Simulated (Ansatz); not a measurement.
**VSe2 monolayer (1T): phonons and vibrational spectra**

The cell of VSe2 monolayer (1T) is at rest. What are its phonons? After the zone centre comes a 4×4×1 q mesh on a 20×20×1 k mesh.

Method: DFT PBEsol, scalar-relativistic, plane waves, PAW; PAW set soft_1, in Ansatz 0.2.0.

## 1. The starting structure

The cell holds 3 atoms: 1 V and 2 Se. Its edges and angles: a = 3.263 Å, b = 3.263 Å, c = 29.927 Å, α = 90.0°, β = 90.0°, γ = 120.0°. It derives from VSe2. Vacuum lies along c.

## 2. Modes at Γ

The cell comes from relaxations at this level that are not shown. The zone centre comes first: it holds the modes that light can see, as far as symmetry allows. No field response is asked, since the mesh shows no gap.

Contents of input.yaml:

```yaml
crystal:
  lattice:
    - [3.263195474, 0.0, 0.0]
    - [-1.631597737, 2.826010178, 0.0]
    - [0.0, 0.0, 29.9272]
  atoms:
    - { symbol: V, position: [0.0, 0.0, 0.3341441899], spin: 0.38 }
    - { symbol: Se, position: [0.3333333333, 0.6666666667, 0.3868907976] }
    - { symbol: Se, position: [0.6666666667, 0.3333333333, 0.2813975822] }
  periodic: [true, true, false]
kpoints:
  mp_grid: { grid: [18, 18, 1] }
hamiltonian:
  xc: pbesol
  pseudopotentials: { kind: paw, azcp: { folder: soft_1 }, xc_functional: pbe }
scf:
  occupations: { method: gaussian, width: 0.15 }
output:
  eigenvalues: true
  populations: true
magnetization:
  spin_polarized: true
phonons:
  method: dfpt
```

On the command line:

```sh
$ ansatz run input.yaml --threads 8 --pin off --max-ram 16384MiB --backend cpu --events-out ev --progress --plain --runs-dir out
```

Numbers of over 12 decimals in the logs are rounded to 6 here.

The log of the run:

```text
Warning: crystal.symmetry: narrowed to the stabiliser of the run's FFT grids — unitary ops 12 → 6. A phonons.method: dfpt run fills in the rows of the dynamical matrix that it does not solve by its symmetry operations, which is exact only for operations that map its FFT grids onto themselves: filled in by any other, the frequencies could depend on the order in which like atoms are typed, or, by more than the grids' own error, on where the crystal sits among the grids' points. Excluded: 6 operations. The run can therefore solve more perturbations, solve them on more k-points, or both, and cost more. [rest of the remark cut]
Engine: ansatz 0.2.0, aarch64-unknown-linux-gnu
Pseudopotentials: kind: paw
Pseudopotential: V, paw, valence charge 13, recommended cutoff 420 eV (normal), soft_1/V.paw.azcp
Pseudopotential: Se, paw, valence charge 16, recommended cutoff 420 eV (normal), soft_1/Se.paw.azcp
Functional definition: PBEsol
  exchange = pbesol_x
  correlation = pbesol_c
Crystal: 3 atoms, lattice volume = 275.983 Å³
Basis set: ecut = 420 eV, 5513 PW (Γ), exchange–correlation on 48×48×432 points (8 copies of the dense FFT grid, shifted against one another)
Bands: 28, of which v1, the nominal top of the filled ones, is band 23 counted from 1 (22 counted from 0)
Symmetry: 12 space group operations
Space group: P-3m1 (ITA 164), of the structure as read, at distance tolerance 6.5e-5 Å
Magnetic group: BNS 164.85 (UNI 1315), of the structure as read, at distance tolerance 6.5e-5 Å
k-points: 37 of 324
Non-local potential: V, projectors of the file, l = 0: 3, l = 1: 2, l = 2: 3, l = 3: 1
Non-local potential: Se, projectors of the file, l = 0: 2, l = 1: 2, l = 2: 3, l = 3: 1
PAW form: soft (Blöchl's): semilocal exchange-correlation on the pseudo side does not see the compensation charge
PAW frozen core: V, regenerated for the run's functional, and the local potential with it (the file was generated under x = pbe(κ = 0.804, μ = 0.219515), c = pbe(β = 0.066725))
PAW frozen core: Se, regenerated for the run's functional, and the local potential with it (the file was generated under x = pbe(κ = 0.804, μ = 0.219515), c = pbe(β = 0.066725))
PAW one-centre angular grid: V, 590 points (default); XC on 64 Gauss nodes
PAW one-centre angular grid: Se, 590 points (default); XC on 64 Gauss nodes
Initial density: superposition of atomic densities (neutral atoms: chi_scale 0, normalization atom)
Starting moments: Σ|m| = 0.38 μB on 1 of 3 sites
Initial wavefunctions: pseudopotential atomic-orbital guess
Functional: x = pbesol(κ = 0.804, μ = 0.123457), c = pbesol(β = 0.046)
SCF 1 converged in 11 iterations: F = -13735.845654 eV  dr2 = 1.84e-10
  greatest PAW one-centre occupation: 1.000 electrons in one spin orbital (limit 2), on the Se atom at site 2 (counted from 0), in its partial waves of l = 2
a single point of the input's cell can leave the moments in the input for a lower state (scf.lower_state_search): this run first made a single point of its cell. This run's own SCFs start from the density of the state that the single point found, with the moments in the input. The single point stayed on the moments in the input.
k-points: 91 of 324 (irreducible under 2 space group operations, time reversal used)
Initial density: read from a saved state, or passed on in memory by an earlier SCF of this step, an earlier step, the calling program or the single point that the run made first
Stability of the state it starts from, as read at its close in the collinear treatment: not read negative (Ritz values of 1 − χ₀K, real part plus size of imaginary part, from 0.42 to 0.47, by its mixing steps under the symmetry group of the SCF that read it); its run was given moments
Starting moments: Σ|m| = 0.38 μB on 1 of 3 sites; this step starts from the density that it was given
iter 1 solved again at ethr=5.02e-7 eV; its pass at ethr=3.10e-3 eV (dr2=2.26e-4 eV) is discarded
SCF iter   1: F=—  HF=-13735.845657 eV  |F-HF|=—  |Δ(HF+E_count)|=         —  Δρ=1.30e-6 (↑1.30e-6 ↓1.23e-6)  dr2=1.32e-8  dr2_m=7.17e-11  M=0.378 μB ∫|m|=0.481 μB  β_m=0.65  ethr=5.02e-7  ⟨swp⟩=6.3  Hψ=47858  notcnv=0
eigensolver tolerance schedule: the retry pair's looser diagonalisation over-reported the residual by 17047.99 of it (diagonalisation noise at an unbounded share of the residual, at the tolerance the schedule requests for it); recorded, not acted on — ethr = c·dr2/N_el stays at c = 1.0e-1
preconditioner: auto → LDOS  [metal: Δε(μ)=0.090 eV  Ē_g=7.870 eV  σ=0.150 eV  W_gap=0.32  n_scr=14 (ndim 8)  ℏωp=9.2 eV  f_vac=0.769  D(μ)=1.88/eV (n_scr^D=10)]
spin=Collinear: LDOS preconditioning applied to the charge; magnetization (m = ρ↑ − ρ↓) channel mixes plain (no charge-response kernel on spin).
SCF iter   2: F=—  HF=-13735.845654 eV  |F-HF|=—  |Δ(HF+E_count)|=   2.87e-6  Δρ=1.12e-6 (↑1.09e-6 ↓1.12e-6)  dr2=1.53e-8  dr2_m=1.92e-11  M=0.378 μB ∫|m|=0.481 μB  β_m=0.30  ethr=2.94e-11  ⟨swp⟩=5.8  Hψ=17365  notcnv=0
SCF iter   3: F=—  HF=-13735.845654 eV  |F-HF|=—  |Δ(HF+E_count)|=  7.69e-10  Δρ=5.68e-7 (↑5.40e-7 ↓5.68e-7)  dr2=3.06e-9  dr2_m=1.01e-11  M=0.378 μB ∫|m|=0.481 μB  β_m=0.42  ethr=2.94e-11  ⟨swp⟩=2.2  Hψ=6735  notcnv=0
SCF iter   4: F=—  HF=-13735.845654 eV  |F-HF|=—  |Δ(HF+E_count)|=  2.66e-10  Δρ=3.45e-7 (↑3.21e-7 ↓3.45e-7)  dr2=9.89e-10  dr2_m=6.85e-12  M=0.378 μB ∫|m|=0.481 μB  β_m=0.71  ethr=6.81e-12  ⟨swp⟩=2.2  Hψ=6978  notcnv=0
SCF iter   5: F=—  HF=-13735.845654 eV  |F-HF|=—  |Δ(HF+E_count)|=  1.44e-10  Δρ=1.34e-7 (↑1.27e-7 ↓1.34e-7)  dr2=1.14e-10  dr2_m=1.66e-12  M=0.378 μB ∫|m|=0.481 μB  β_m=0.74  ethr=2.20e-12  ⟨swp⟩=2.7  Hψ=7759  notcnv=0
SCF iter   6: F=—  HF=-13735.845654 eV  |F-HF|=—  |Δ(HF+E_count)|=  2.91e-11  Δρ=1.00e-7 (↑9.66e-8 ↓1.00e-7)  dr2=7.40e-11  dr2_m=8.37e-13  M=0.378 μB ∫|m|=0.481 μB  β_m=0.87  ethr=1.00e-12  ⟨swp⟩=1.6  Hψ=5521  notcnv=0
SCF iter   7: F=-13735.845654 eV  HF=-13735.845654 eV  |F-HF|=2.55e-11  |Δ(HF+E_count)|=  6.18e-11  Δρ=9.77e-9 (↑9.23e-9 ↓9.77e-9)  dr2=7.94e-13  dr2_m=2.22e-14  M=0.378 μB ∫|m|=0.481 μB  ethr=1.00e-12  ⟨swp⟩=11.4  Hψ=33956  notcnv=0
SCF 2 converged in 7 iterations: F = -13735.845654 eV  dr2 = 7.94e-13
DFPT response loops at Γ: preconditioner auto → none (partly filled bands, converged f_vac=0.769); β = 0.30; Broyden in place of MSR1
SCF converged after 7 iterations
Magnetization: 0.3777 μB (22.6888 up, 22.3112 down)
Absolute magnetization: 0.4807 μB (∫|ρ↑−ρ↓|, with the PAW one-centre terms)
Spin contamination: 0.0072 ħ² per cell (⟨S²⟩ above its minimum at these occupations)
Per-site moments (μB) at R_I (Å): [(0.347652, 1.013888), (-0.016041, 1.013888), (-0.016041, 1.013888)]
Free energy (F): -13735.845654 eV
Harris-Foulkes:  -13735.845654 eV  (|F-HF|=2.55e-11)
Internal energy: -13735.824531 eV  (E = F + TS)
E sigma→0 (E₀):  -13735.835093 eV
Entropy (-TS):   -0.021123 eV (-7.041 meV/atom)
Fermi energy:    -5.008723 eV
--- Per-component energies (eV) ---
  E_band       = -1628.239783
  E_kinetic    = 518.562592
  E_local      = -122475.112656  (includes V_loc(G=0)·N_el)
  E_nonlocal   = -622.524823
  E_hartree    = 60934.145686
  E_xc         = -284.044116
  E_vxc        = -326.605553  (∫ρ·V_xc dr)
  E_paw        = -5271.848260  (= ΣΔE_a)
  E_vpaw       = -590.850908  (= ΣTr[D̂ρ^β])
  E_aug_tail   = 0.000287  (compensation charges beyond the density's cutoff)
  E_ewald      = 53462.830175
  E_core_change = 2.166583  (= ΣΔE_core)
  E_smearing   = -0.021123  (= −TS)
  E_closure    = -0.000000  (closes the sum)
  Σ components = -13735.845654   (vs F -13735.845654, Δ=0.00e0)
--- Band table (eV; the first three rows and the last of 182) ---
  k-point 0 ↑: bands = [... 19 lower, -7.2522, -5.2230, -5.2077, -5.2077, -3.8593, -3.8593, -1.4545, -1.4545, ... 1 higher]
  k-point 1 ↑: bands = [... 19 lower, -6.9267, -5.3789, -5.2998, -5.2254, -3.9661, -3.8081, -1.7168 (-1.7168°), -1.5072, ... 1 higher]
  k-point 2 ↑: bands = [... 19 lower, -6.6934, -5.9123, -5.5130, -5.2518, -4.1071, -3.7172, -2.2583, -1.6321, ... 1 higher]
  k-point 90 ↓: bands = [... 19 lower, -8.1039, -8.0305, -7.3186, -4.3337, -4.0454, -3.4932, -2.9227, -1.6494, ... 1 higher]
  ° read free of the cell's end (the report's vacuum.weakly_bound_levels)
--- Phonons (Γ-DFPT): 6 representative perturbations + reference, on 91 of 324 k-points (Σ response iterations 22) ---
  ASR residual: 2.560e-5 → 0.000e0 eV/Å²; symmetrization residual: 1.413e-5 eV/Å²
  The last average, over the group as it would stand without the narrowing to the FFT grids, took up to 8.938e-6 eV/Å² of the zone centre's force constants
  ASR residual per site (eV/Å²): 1.54e-5 6.90e-6 2.56e-5
  Γ frequencies (cm⁻¹): 0.00 0.00 0.00 144.59 144.59 212.66 212.66 212.76 367.54
  non-analytic LO–TO correction: not included (Born effective charges unavailable; polar crystals: no LO–TO splitting at Γ)
--- Löwdin populations: 3 sites ---
  site symbol       q [e]    m [muB]
     0      V     12.4053     0.4266
     1     Se     16.1921    -0.0268
     2     Se     16.1921    -0.0268
  spilling = 0.004677 (of n_electrons = 45.000000)
```

The job ended after 1.8 min (8 threads of Arm Neoverse V2, shared host; peak memory 3.6 GiB).

In the SCF lines HF is the Harris–Foulkes energy and dr2 the Hartree energy of the density residual, in eV; the loop may stop once dr2 is under the threshold and the program's other checks hold. Hψ counts applications of the Hamiltonian.

Numbers from this step:

```
magnetization                                           : 0.3777 μB
absolute magnetization                                  : 0.4807 μB
site moments                                            : 0.3477, -0.01604, -0.01604 μB
gap on the k-mesh                                       : 0 eV
sum-rule residual before enforcement                    : 2.56e-5 eV/Å²
point group                                             : -3m
area per atom                                           : 3.074 Å²
highest optical mode at the zone centre (no LO-TO term) : 367.5 cm⁻¹
lowest optical zone-centre mode                         : 144.6 cm⁻¹
```

Patterns of degenerate modes are one choice out of their space. Modes at Γ, with each element's share of the kinetic energy:

```csv
mode,frequency (cm⁻¹),symmetry,V %,Se %
1,0.0,acoustic,24,76
2,0.0,acoustic,24,76
3,0.0,acoustic,24,76
4,144.6,Eg,0,100
5,144.6,Eg,0,100
6,212.7,Eu,76,24
7,212.7,Eu,76,24
8,212.8,A1g,0,100
9,367.5,A2u,76,24
```

Displacements in mode 4 (144.6 cm⁻¹), the largest set to 1:
```
V1   0.00  0.00  0.00
Se2  0.00 -1.00  0.00
Se3  0.00  1.00  0.00
```

Displacements in mode 7 (212.7 cm⁻¹), the largest set to 1:
```
V1   0.05  1.00  0.00
Se2 -0.02 -0.32  0.00
Se3 -0.02 -0.32  0.00
```

Before it was imposed, the acoustic sum rule was missed by 2.6e-5 eV/Å². Small misses are needed for a sound result but don't prove that mesh and cutoff are converged. The lowest optical mode is real, 145 cm⁻¹.

(Part 1 of 2 ends here.)

[Logs are printed without paths, hosts, clocks, repeated set-up lines and the standing remarks that a program may print on its own settings, such as how far it seeks lower states.]

[Hosts, paths, dates, database ids (printed as entryN), source tags and the programs' standing remarks are cut or masked in the printed files.]
